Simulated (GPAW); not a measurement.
**Cl K ELNES/XANES of K3ClO (Pm) from DFT**

What does one-electron theory with a core hole give for the Cl K edge of K3ClO (Pm)?

Method: X-ray absorption from dipole matrix elements to empty bands, plane-wave PAW LDA, in GPAW 26.7.0.

Most raw output is cut from this account.

## (1) Starting point

The structure is monoclinic, space group Pm (No. 6). Conventional cell: a = 5.144 Å, b = 5.137 Å, c = 5.147 Å, α = 90.00°, β = 90.46°, γ = 90.00°. Nearest to K lie 2 O at 2.57 to 2.59 Å and 7 K at 3.46 to 3.69 Å and 4 Cl at 3.54 to 3.74 Å. K has 2 O at 2.57 Å and 4 Cl at 3.52 to 3.79 Å and 8 K at 3.53 to 3.76 Å nearest. K has 2 O at 2.58 Å and 8 K at 3.46 to 3.85 Å and 4 Cl at 3.48 to 3.79 Å nearest. Nearest to Cl lie 12 K at 3.48 to 3.79 Å. O has 6 K at 2.57 to 2.59 Å nearest. Farther neighbours and most contacts between anions are not listed.

As a file:

```cif
data_structure
_symmetry_space_group_name_H-M 'P 1'
_symmetry_Int_Tables_number 1
_cell_length_a 5.1439
_cell_length_b 5.1368
_cell_length_c 5.1467
_cell_angle_alpha 90.000
_cell_angle_beta 90.456
_cell_angle_gamma 90.000
_cell_volume 135.99
loop_
_atom_site_label
_atom_site_type_symbol
_atom_site_fract_x
_atom_site_fract_y
_atom_site_fract_z
_atom_site_occupancy
K1 K 0.51601 0.00000 0.02906 1
K2 K 0.00298 0.50000 0.96900 1
K3 K 0.04091 0.00000 0.50022 1
Cl4 Cl 0.49838 0.50000 0.50161 1
O5 O 0.01403 0.00000 0.00011 1
```

## (2) Ground state of the crystal

The ground state comes first: it tells whether the system has a gap, which decides how the excited electron is treated.

scf.py

```python
import numpy as np
from ase import Atoms
from ase.parallel import parprint, paropen
from gpaw import GPAW, PW, FermiDirac, Mixer, MixerDif, setup_paths
from gpaw.test import gen
setup_paths.insert(0, '.')
gen('Cl', name='nch1s', xcname='LDA', corehole=(1, 0, 0), write_xml=True)
from gpaw.mpi import world
world.barrier()

atoms = Atoms('K3ClO',
    cell=[[5.14394718, 0, 0],
     [0, 5.13676547, 0],
     [-0.0409568, 0, 5.14652504]],
    scaled_positions=[[0.51601, 0, 0.02905632],
     [0.00297589, 0.5, 0.96900341],
     [0.04090824, 0, 0.50022143],
     [0.49837712, 0.5, 0.5016102],
     [0.01403075, 0, 0.00010864]],
    pbc=True)
atoms.calc = calc = GPAW(legacy_gpaw=True, mode=PW(500, force_complex_dtype=True), xc='LDA', setups={3: 'nch1s'},
    kpts={'size': (5, 5, 5), 'gamma': True}, occupations=FermiDirac(0.05),
    charge=0, mixer=Mixer(0.1, 5, 50), maxiter=150,
    convergence={'density': 0.0001, 'eigenstates': 1e-6}, txt='scf.txt')
energy = atoms.get_potential_energy() + calc.get_reference_energy()
ef = calc.get_fermi_level()
out = dict(energy=energy, fermi=ef, forces=atoms.get_forces().tolist())
parprint(f'all-electron energy {energy:.4f} eV, Fermi level {ef:.4f} eV')
ev = np.array([[calc.get_eigenvalues(k, s) for k in range(len(calc.get_ibz_k_points()))] for s in range(calc.get_number_of_spins())])
out['homo'], out['lumo'], out['counts'] = ev[ev < ef].max(), ev[ev > ef].min(), sorted(set((ev < ef).sum((0, 2)).tolist()))
out['filled'] = (ev[:, 0] < ef).sum(1).tolist()
import json
with paropen('out.json', 'w') as f:
    json.dump(out, f)
```

The run is started by

```bash
> OMP_NUM_THREADS=1 mpirun -n 4 gpaw python scf.py
```

The job ended after 17 s (4 MPI ranks of Intel Xeon Platinum 8488C (Sapphire Rapids), shared host; peak memory 0.2 GiB; 68 s of CPU time).

The mesh shows a gap of 0.85 eV, so the hole is first treated in a charged cell, without the excited electron.

## (3) Spectrum without a core hole, Cl atom 4

Without a hole the spectrum is the empty density of states of the right symmetry on the absorber, weighted by matrix elements. It needs only the small cell and serves as the baseline. The data set with a hole of occupation 0 only carries the core orbital.

The absorber has 6 K at 3.48 to 3.54 Å and 6 K at 3.73 to 3.79 Å (distorted cuboctahedral, site symmetry m).

xas.py

```python
import numpy as np
from ase import Atoms
from ase.parallel import parprint, paropen
from gpaw import GPAW, PW, FermiDirac, Mixer, MixerDif, setup_paths
from gpaw.test import gen
setup_paths.insert(0, '.')
gen('Cl', name='nch1s', xcname='LDA', corehole=(1, 0, 0), write_xml=True)
from gpaw.mpi import world
world.barrier()

atoms = Atoms('K3ClO',
    cell=[[5.14394718, 0, 0],
     [0, 5.13676547, 0],
     [-0.0409568, 0, 5.14652504]],
    scaled_positions=[[0.51601, 0, 0.02905632],
     [0.00297589, 0.5, 0.96900341],
     [0.04090824, 0, 0.50022143],
     [0.49837712, 0.5, 0.5016102],
     [0.01403075, 0, 0.00010864]],
    pbc=True)
atoms.calc = calc = GPAW(legacy_gpaw=True, mode=PW(500, force_complex_dtype=True), xc='LDA', setups={3: 'nch1s'},
    kpts={'size': (5, 5, 5), 'gamma': True}, occupations=FermiDirac(0.02),
    charge=0, mixer=Mixer(0.1, 5, 50), maxiter=150,
    convergence={'density': 0.0001, 'eigenstates': 1e-6}, txt='scf.txt')
energy = atoms.get_potential_energy() + calc.get_reference_energy()
ef = calc.get_fermi_level()
out = dict(energy=energy, fermi=ef, forces=atoms.get_forces().tolist())
parprint(f'all-electron energy {energy:.4f} eV, Fermi level {ef:.4f} eV')
ev = np.array([[calc.get_eigenvalues(k, s) for k in range(len(calc.get_ibz_k_points()))] for s in range(calc.get_number_of_spins())])
out['homo'], out['lumo'], out['counts'] = ev[ev < ef].max(), ev[ev > ef].min(), sorted(set((ev < ef).sum((0, 2)).tolist()))
out['filled'] = (ev[:, 0] < ef).sum(1).tolist()

from ase.units import Ha
from gpaw.xas import dipole_matrix_elements
nb = int(calc.get_number_of_electrons() / 2) + 84
top, nb = nb, nb + 8 + nb // 12
nscf = calc.fixed_density(kpts={'size': (3, 3, 3), 'gamma': True}, nbands=nb,
    convergence={'bands': top, 'eigenstates': 5e-3}, maxiter=60, txt='nscf.txt')
cell = atoms.cell.array
ops = [cell.T @ U.T @ np.linalg.inv(cell.T) for U in nscf.wfs.kd.symmetry.op_scc]
filled = [20]  # bands filled in the ground state, by spin
E = np.arange(-25, 34, 0.1)
fwhm = np.interp(E, [4, 25], [0.9, 3.5])
Y, X, zero, highest = 0, 0, 1e9, 1e9
for spin in range(nscf.get_number_of_spins()):
    wfs = nscf.wfs
    mine = wfs.bd.get_slice()  # this rank's bands
    A = dipole_matrix_elements(wfs.setups[3])
    eps = np.zeros((wfs.kd.nibzkpts, nb))
    d = np.zeros((3, A.shape[1], wfs.kd.nibzkpts, nb), complex)
    for kpt in wfs.kpt_u:
        if kpt.s == spin and 3 in kpt.P_ani:
            eps[kpt.k, mine] = kpt.eps_n * Ha
            d[:, :, kpt.k, mine] = (kpt.weight * wfs.nspins / 2) ** 0.5 * np.inner(A, kpt.P_ani[3])
    world.sum(eps)
    world.sum(d)
    T = np.einsum('amkn,bmkn->abkn', d, d.conj()).real
    T = sum(np.einsum('ai,ijkn,bj->abkn', R, T, R) for R in ops) / len(ops)
    empty = np.ones_like(eps, bool) & (np.arange(nb) >= filled[spin])
    zero, highest = min(zero, eps[empty].min()), min(highest, eps[:, top - 1].min())
    lines = [(eps, T, empty)] if spin == 0 else lines + [(eps, T, empty)]
for eps, T, empty in lines:
    f = np.einsum('aakn->akn', T).reshape(3, -1)
    x = eps.ravel() - zero
    w = np.interp(x, E, fwhm) / 2.35482
    g = np.exp(-0.5 * ((E[:, None] - x) / w) ** 2) / (w * (2 * np.pi) ** 0.5)
    Y = Y + (f * empty.ravel()) @ g.T
    X = X + (f * ~empty.ravel()) @ g.T
out.update(E=E.round(2).tolist(), xas=Y.tolist(), xes=X.tolist(), zero=zero, valid=highest - zero, nk=len(eps), nb=nb)
for i in range(0, len(E), 10):
    parprint(f'{E[i]:7.2f}', *(f'{v:10.3e}' for v in Y[:, i]))
import json
with paropen('out.json', 'w') as f:
    json.dump(out, f)
```

The run is started by

```bash
> OMP_NUM_THREADS=1 mpirun -n 4 gpaw python xas.py
```

It took 29 s on 4 MPI ranks; peak memory 0.25 GiB; 1.9 min of CPU time.

The Cl K spectrum, Cl atom 4, no core hole (energy from the lowest empty level; intensity scaled to a mean of 1 over the first 20 eV; polarised curves are means over the symmetry-equivalent atoms):

```csv
E (eV),isotropic,ε ∥ x,ε ∥ y,ε ∥ z
-2.0,0.00,0.00,0.00,0.00
-1.5,0.00,0.00,0.00,0.00
-1.0,0.00,0.00,0.00,0.00
-0.5,0.00,0.00,0.00,0.00
0.0,0.00,0.00,0.00,0.00
0.5,0.05,0.05,0.05,0.05
1.0,0.19,0.19,0.19,0.19
1.5,0.40,0.41,0.40,0.40
2.0,0.82,0.83,0.82,0.81
2.5,1.22,1.22,1.20,1.23
3.0,1.89,1.88,1.86,1.93
3.5,1.78,1.81,1.74,1.81
4.0,1.61,1.60,1.54,1.69
4.5,2.06,2.02,2.07,2.10
5.0,1.94,1.91,2.02,1.88
5.5,1.74,1.74,1.80,1.68
6.0,1.42,1.42,1.47,1.37
6.5,1.00,1.02,1.03,0.96
7.0,0.71,0.71,0.71,0.69
7.5,0.47,0.46,0.48,0.46
8.0,0.36,0.36,0.37,0.35
8.5,0.41,0.42,0.41,0.41
9.0,0.48,0.49,0.47,0.50
9.5,0.52,0.52,0.50,0.54
10.0,0.52,0.52,0.51,0.54
10.5,0.52,0.52,0.52,0.51
11.0,0.52,0.52,0.55,0.48
11.5,0.51,0.52,0.56,0.45
12.0,0.52,0.54,0.57,0.45
12.5,0.57,0.61,0.59,0.53
13.0,0.69,0.73,0.65,0.69
13.5,0.86,0.89,0.79,0.92
14.0,1.07,1.07,0.98,1.17
14.5,1.26,1.24,1.18,1.37
15.0,1.39,1.37,1.34,1.47
15.5,1.47,1.46,1.45,1.50
16.0,1.53,1.52,1.54,1.53
16.5,1.57,1.55,1.60,1.55
17.0,1.56,1.54,1.61,1.54
17.5,1.49,1.47,1.53,1.47
18.0,1.35,1.33,1.38,1.34
18.5,1.17,1.16,1.18,1.16
19.0,0.99,0.98,0.99,0.98
19.5,0.85,0.85,0.86,0.85
20.0,0.81,0.80,0.82,0.80
20.5,0.82,0.82,0.83,0.81
21.0,0.85,0.85,0.87,0.83
21.5,0.86,0.86,0.88,0.83
22.0,0.82,0.83,0.84,0.79
22.5,0.75,0.76,0.77,0.72
23.0,0.68,0.70,0.69,0.66
23.5,0.63,0.64,0.63,0.62
24.0,0.60,0.61,0.59,0.59
24.5,0.59,0.60,0.57,0.59
25.0,0.58,0.59,0.56,0.59
25.5,0.59,0.60,0.56,0.60
26.0,0.60,0.61,0.58,0.61
26.5,0.63,0.65,0.61,0.65
27.0,0.70,0.72,0.68,0.72
27.5,0.81,0.82,0.79,0.83
28.0,0.97,0.97,0.94,0.98
28.5,1.14,1.14,1.12,1.16
29.0,1.31,1.29,1.29,1.33
29.5,1.44,1.42,1.43,1.47
30.0,1.51,1.48,1.51,1.54
30.5,1.51,1.48,1.53,1.53
31.0,1.46,1.43,1.47,1.47
```

Main maxima below 24 eV (height): 3.2 eV (2.03), 4.6 eV (2.07), 16.7 eV (1.58) and 21.3 eV (0.86). A K edge sees empty p states on the absorber.

The same matrix elements for filled bands give the Cl K emission of Cl atom 4 (ground-state approximation; energy from the lowest empty level, largest value 1):

```csv
E (eV),emission
-24.00,0.00
-23.25,0.00
-22.50,0.00
-21.75,0.00
-21.00,0.00
-20.25,0.00
-19.50,0.00
-18.75,0.00
-18.00,0.00
-17.25,0.00
-16.50,0.00
-15.75,0.00
-15.00,0.00
-14.25,0.00
-13.50,0.00
-12.75,0.00
-12.00,0.00
-11.25,0.00
-10.50,0.00
-9.75,0.00
-9.00,0.00
-8.25,0.00
-7.50,0.00
-6.75,0.00
-6.00,0.00
-5.25,0.30
-4.50,0.92
-3.75,0.09
-3.00,0.00
-2.25,0.00
-1.50,0.01
-0.75,0.00
0.00,0.00
0.75,0.00
1.50,0.00
2.25,0.00
3.00,0.00
```

Emission maxima: -4.6 eV (1.00).

## (4) Supercell without a hole, the energy reference

The photon energy needs a difference of total energies, so the cell and mesh of the coming hole run are first run without a hole.

scf.py, as its differences from that of step 2:

```diff
@@ -10,14 +10,19 @@
 
-atoms = Atoms('K3ClO',
-    cell=[[5.14394718, 0, 0],
-     [0, 5.13676547, 0],
-     [-0.0409568, 0, 5.14652504]],
-    scaled_positions=[[0.51601, 0, 0.02905632],
-     [0.00297589, 0.5, 0.96900341],
-     [0.04090824, 0, 0.50022143],
-     [0.49837712, 0.5, 0.5016102],
-     [0.01403075, 0, 0.00010864]],
+atoms = Atoms('K6Cl2O2',
+    cell=[[5.10299038, 0, 5.14652504],
+     [-5.14394718, 5.13676547, 0],
+     [-5.14394718, -5.13676547, 0]],
+    scaled_positions=[[0.02905632, 0.75652316, 0.75652316],
+     [0.02905632, 0.25652316, 0.25652316],
+     [0.96900341, 0.73301376, 0.23301376],
+     [0.96900341, 0.23301376, 0.73301376],
+     [0.50022143, 0.22965659, 0.22965659],
+     [0.50022143, 0.7296566, 0.7296566],
+     [0.5016102, 0.25161654, 0.75161654],
+     [0.5016102, 0.75161654, 0.25161654],
+     [0.00010864, 0.99303895, 0.99303895],
+     [0.00010864, 0.49303895, 0.49303895]],
     pbc=True)
-atoms.calc = calc = GPAW(legacy_gpaw=True, mode=PW(500, force_complex_dtype=True), xc='LDA', setups={3: 'nch1s'},
-    kpts={'size': (5, 5, 5), 'gamma': True}, occupations=FermiDirac(0.05),
+atoms.calc = calc = GPAW(legacy_gpaw=True, mode=PW(500, force_complex_dtype=True), xc='LDA', setups={6: 'nch1s'},
+    kpts={'size': (3, 2, 2), 'gamma': True}, occupations=FermiDirac(0.02),
     charge=0, mixer=Mixer(0.1, 5, 50), maxiter=150,
```

The run is started by

```bash
> OMP_NUM_THREADS=1 mpirun -n 4 gpaw python scf.py
```

The job ended after 20 s (4 MPI ranks; peak memory 0.29 GiB; 78 s of CPU time).

Reference energy: -127176.123 eV with the cores included.

## (5) Spectrum with FCH, Cl atom 4

The holes are 7.2 Å apart. In GPAW the data set carries the hole's charge, so charge=0 means a charged cell and charge=-1 a neutral one. The excited electron is left out and a uniform background balances the charge. After the field has converged, empty bands are computed with the density fixed and the dipole matrix elements are summed.

xas.py, as its differences from that of step 3:

```diff
@@ -6,3 +6,3 @@
 setup_paths.insert(0, '.')
-gen('Cl', name='nch1s', xcname='LDA', corehole=(1, 0, 0), write_xml=True)
+gen('Cl', name='fch1s', xcname='LDA', corehole=(1, 0, 1), write_xml=True)
 from gpaw.mpi import world
@@ -10,14 +10,19 @@
 
-atoms = Atoms('K3ClO',
-    cell=[[5.14394718, 0, 0],
-     [0, 5.13676547, 0],
-     [-0.0409568, 0, 5.14652504]],
-    scaled_positions=[[0.51601, 0, 0.02905632],
-     [0.00297589, 0.5, 0.96900341],
-     [0.04090824, 0, 0.50022143],
-     [0.49837712, 0.5, 0.5016102],
-     [0.01403075, 0, 0.00010864]],
+atoms = Atoms('K6Cl2O2',
+    cell=[[5.10299038, 0, 5.14652504],
+     [-5.14394718, 5.13676547, 0],
+     [-5.14394718, -5.13676547, 0]],
+    scaled_positions=[[0.02905632, 0.75652316, 0.75652316],
+     [0.02905632, 0.25652316, 0.25652316],
+     [0.96900341, 0.73301376, 0.23301376],
+     [0.96900341, 0.23301376, 0.73301376],
+     [0.50022143, 0.22965659, 0.22965659],
+     [0.50022143, 0.7296566, 0.7296566],
+     [0.5016102, 0.25161654, 0.75161654],
+     [0.5016102, 0.75161654, 0.25161654],
+     [0.00010864, 0.99303895, 0.99303895],
+     [0.00010864, 0.49303895, 0.49303895]],
     pbc=True)
-atoms.calc = calc = GPAW(legacy_gpaw=True, mode=PW(500, force_complex_dtype=True), xc='LDA', setups={3: 'nch1s'},
-    kpts={'size': (5, 5, 5), 'gamma': True}, occupations=FermiDirac(0.02),
+atoms.calc = calc = GPAW(legacy_gpaw=True, mode=PW(500, force_complex_dtype=True), xc='LDA', setups={6: 'fch1s'},
+    kpts={'size': (3, 2, 2), 'gamma': True}, occupations=FermiDirac(0.02),
     charge=0, mixer=Mixer(0.1, 5, 50), maxiter=150,
@@ -34,3 +39,3 @@
 from gpaw.xas import dipole_matrix_elements
-nb = int(calc.get_number_of_electrons() / 2) + 84
+nb = int(calc.get_number_of_electrons() / 2) + 164
 top, nb = nb, nb + 8 + nb // 12
@@ -40,4 +45,4 @@
 ops = [cell.T @ U.T @ np.linalg.inv(cell.T) for U in nscf.wfs.kd.symmetry.op_scc]
-filled = [20]  # bands filled in the ground state, by spin
-E = np.arange(-25, 34, 0.1)
+filled = [40]  # bands filled in the ground state, by spin
+E = np.arange(-6, 34, 0.1)
 fwhm = np.interp(E, [4, 25], [0.9, 3.5])
@@ -47,3 +52,3 @@
     mine = wfs.bd.get_slice()  # this rank's bands
-    A = dipole_matrix_elements(wfs.setups[3])
+    A = dipole_matrix_elements(wfs.setups[6])
     eps = np.zeros((wfs.kd.nibzkpts, nb))
@@ -51,5 +56,5 @@
     for kpt in wfs.kpt_u:
-        if kpt.s == spin and 3 in kpt.P_ani:
+        if kpt.s == spin and 6 in kpt.P_ani:
             eps[kpt.k, mine] = kpt.eps_n * Ha
-            d[:, :, kpt.k, mine] = (kpt.weight * wfs.nspins / 2) ** 0.5 * np.inner(A, kpt.P_ani[3])
+            d[:, :, kpt.k, mine] = (kpt.weight * wfs.nspins / 2) ** 0.5 * np.inner(A, kpt.P_ani[6])
     world.sum(eps)
```

The run is started by

```bash
> OMP_NUM_THREADS=1 mpirun -n 4 gpaw python xas.py
```

Run time: 1.7 min. Hardware: 4 MPI ranks; peak memory 0.5 GiB; 6.6 min of CPU time.

The Cl K spectrum, Cl atom 4, full core hole (charged cell) (energy from the lowest empty level; intensity scaled to a mean of 1 over the first 20 eV; polarised curves are means over the symmetry-equivalent atoms):

```csv
E (eV),isotropic,ε ∥ x,ε ∥ y,ε ∥ z
-2.0,0.00,0.00,0.00,0.00
-1.5,0.00,0.00,0.00,0.00
-1.0,0.00,0.00,0.00,0.00
-0.5,0.00,0.00,0.00,0.00
0.0,0.01,0.01,0.01,0.01
0.5,0.07,0.07,0.07,0.07
1.0,0.14,0.14,0.14,0.13
1.5,0.20,0.20,0.19,0.19
2.0,0.95,0.94,0.95,0.95
2.5,2.05,2.05,2.04,2.07
3.0,2.25,2.26,2.21,2.28
3.5,1.76,1.76,1.71,1.80
4.0,1.28,1.26,1.27,1.30
4.5,1.72,1.69,1.81,1.66
5.0,1.52,1.52,1.63,1.42
5.5,1.00,1.00,1.02,0.98
6.0,0.71,0.71,0.69,0.73
6.5,0.49,0.50,0.48,0.49
7.0,0.35,0.35,0.35,0.33
7.5,0.29,0.30,0.30,0.27
8.0,0.33,0.33,0.32,0.32
8.5,0.40,0.40,0.39,0.41
9.0,0.43,0.42,0.41,0.45
9.5,0.45,0.44,0.44,0.46
10.0,0.54,0.54,0.55,0.52
10.5,0.66,0.67,0.68,0.62
11.0,0.73,0.74,0.75,0.68
11.5,0.73,0.76,0.75,0.69
12.0,0.74,0.77,0.74,0.72
12.5,0.84,0.87,0.81,0.85
13.0,1.04,1.06,0.98,1.09
13.5,1.29,1.28,1.20,1.38
14.0,1.50,1.46,1.43,1.60
14.5,1.63,1.59,1.59,1.71
15.0,1.67,1.64,1.66,1.71
15.5,1.65,1.63,1.66,1.65
16.0,1.60,1.59,1.62,1.58
16.5,1.52,1.52,1.56,1.49
17.0,1.43,1.42,1.47,1.40
17.5,1.33,1.32,1.37,1.31
18.0,1.24,1.23,1.27,1.22
18.5,1.13,1.13,1.15,1.12
19.0,1.00,1.00,1.01,0.99
19.5,0.86,0.87,0.88,0.85
20.0,0.76,0.76,0.77,0.74
20.5,0.69,0.69,0.70,0.66
21.0,0.65,0.65,0.66,0.62
21.5,0.62,0.63,0.64,0.60
22.0,0.61,0.62,0.62,0.58
22.5,0.60,0.61,0.60,0.58
23.0,0.61,0.62,0.61,0.60
23.5,0.65,0.66,0.63,0.64
24.0,0.70,0.72,0.68,0.71
24.5,0.76,0.78,0.73,0.77
25.0,0.82,0.84,0.79,0.84
25.5,0.88,0.89,0.84,0.90
26.0,0.94,0.95,0.90,0.96
26.5,1.01,1.02,0.98,1.04
27.0,1.12,1.11,1.09,1.14
27.5,1.24,1.23,1.23,1.27
28.0,1.37,1.34,1.36,1.39
28.5,1.47,1.44,1.48,1.50
29.0,1.54,1.50,1.56,1.56
29.5,1.56,1.52,1.58,1.57
30.0,1.53,1.50,1.55,1.53
30.5,1.47,1.45,1.49,1.46
```

Main maxima below 24 eV (height): 2.9 eV (2.25), 4.6 eV (1.76) and 15.0 eV (1.67). 

The hole costs E(hole) − E(ground) = 2822.46 eV, and the lowest empty level of the hole cell on the spectrum's mesh lies at 3.34 eV, which puts the zero at 2825.80 eV. One term is added: -17.80 eV, since the hole is spin-paired here and a spin-polarised one costs that much less in the free atom (computed apart). The photon energy is then 2808.00 eV. The functional and the charged cell's background leave an error in such absolute values: in the free atom LDA prices this hole 9.7 eV below PBE (computed apart), and PBE is itself good to a few eV.

## (6) Excitation energy, Cl atom 4

With the excited electron kept in the cell the system stays neutral, and the energy difference is an excitation energy by itself. In a small cell that electron takes up a good share of the lowest empty band, or all of one, which shifts the value from the true onset.

Changed against the first core-hole run: core hole to XCH, with the smearing that suits a partly filled band.

scf.py, as its differences from that of step 4:

```diff
@@ -6,3 +6,3 @@
 setup_paths.insert(0, '.')
-gen('Cl', name='nch1s', xcname='LDA', corehole=(1, 0, 0), write_xml=True)
+gen('Cl', name='fch1s', xcname='LDA', corehole=(1, 0, 1), write_xml=True)
 from gpaw.mpi import world
@@ -25,5 +25,5 @@
     pbc=True)
-atoms.calc = calc = GPAW(legacy_gpaw=True, mode=PW(500, force_complex_dtype=True), xc='LDA', setups={6: 'nch1s'},
-    kpts={'size': (3, 2, 2), 'gamma': True}, occupations=FermiDirac(0.02),
-    charge=0, mixer=Mixer(0.1, 5, 50), maxiter=150,
+atoms.calc = calc = GPAW(legacy_gpaw=True, mode=PW(500, force_complex_dtype=True), xc='LDA', setups={6: 'fch1s'},
+    kpts={'size': (3, 2, 2), 'gamma': True}, occupations=FermiDirac(0.04),
+    charge=-1, mixer=Mixer(0.1, 5, 50), maxiter=150,
     convergence={'density': 0.0001, 'eigenstates': 1e-6}, txt='scf.txt')
```

The run is started by

```bash
> OMP_NUM_THREADS=1 mpirun -n 4 gpaw python scf.py
```

Run time: 22 s. Hardware: 4 MPI ranks; peak memory 0.29 GiB; 86 s of CPU time.

The total-energy difference is 2826.61 eV. With the free-atom term of -17.80 eV for this edge, the photon energy is 2808.81 eV.

(Part 1 of 2 ends here.)

[Logs are printed without paths, hosts, clocks, repeated set-up lines and the standing remarks that a program may print on its own settings, such as how far it seeks lower states.]

[Hosts, paths, dates, database ids (printed as entryN), source tags and the programs' standing remarks are cut or masked in the printed files.]

[Lists of maxima count a maximum above −3 eV only where it reaches 4 % of the highest in the window and stands out from its surroundings by 2 % of it (1.5 % where it reaches 55 %); shoulders and weaker maxima are passed over, and of the rest the first, up to two pre-edge ones and the few strongest are named.]
